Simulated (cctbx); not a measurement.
# Resonant diffraction in Tl3SnI6

Space group Fm-3m (no. 225), a = 11.9340 Å, b = 11.9340 Å, c = 11.9340 Å, α = 90.00°, β = 90.00°, γ = 90.00°.

| atom | mult. | x | y | z | Ueq (Å²) |
| --- | --- | --- | --- | --- | --- |
| Tl1 | 4 | 1/2 | 0 | 0 | 0.0177 |
| Tl2 | 8 | 1/4 | 1/4 | 3/4 | 0.0172 |
| I1 | 24 | 0 | 0 | 0.7868 | 0.0163 |
| Sn1 | 4 | 0 | 0 | 0 | 0.0177 |

This is a model crystal, built by substitution and not relaxed, with assumed displacement parameters.

Calculated with cctbx: free-atom f′ and f″ from the Sasaki tables, no fine structure; amplitudes in electrons.

```csv
E (eV),F 0 2 2,F 4 2 2,F 0 0 2,F 4 4 0
12058,663.0,446.5,351.5,1426.9
12408,642.7,427.1,357.9,1406.9
12538,626.3,411.4,363.2,1391.1
12598,610.5,396.2,368.5,1376.1
12628,594.7,381.0,373.8,1361.1
12643,578.9,365.8,379.1,1346.2
12650,564.7,352.2,383.8,1332.8
12654,549.5,337.5,389.0,1318.4
12662,555.5,346.5,389.6,1322.2
12666,572.4,362.5,383.8,1338.3
12673,587.3,376.6,378.6,1352.5
12688,603.6,392.0,373.0,1368.0
12718,619.7,407.3,367.5,1383.3
12808,640.9,427.4,360.0,1403.2
13058,662.8,448.3,352.1,1423.5
```

**Question.** Which edge is crossed, and why do the reflections move as they do?

The L3 edge of Tl. The edge is at 12658 eV. f′ of Tl falls from -12.2 e at 12538 eV to -18.7 e at 4 eV below it, and f″ steps from 3.93 to 10.14 e across it. Over that approach |F| changes by -12 % (0 2 2), -18 % (4 2 2), +7 % (0 0 2) and -5 % (4 4 0): a reflection falls where Tl scatters in phase with the total and rises where it scatters against it; it hardly moves where the Tl term is small or cancels by symmetry. Above the edge the larger f″ enters the imaginary part, where it can add to or cancel the other atoms' f″. The structure is centrosymmetric, so Friedel mates stay equal.

[Logs are printed without paths, hosts, clocks, repeated set-up lines and the standing remarks that a program may print on its own settings, such as how far it seeks lower states.]
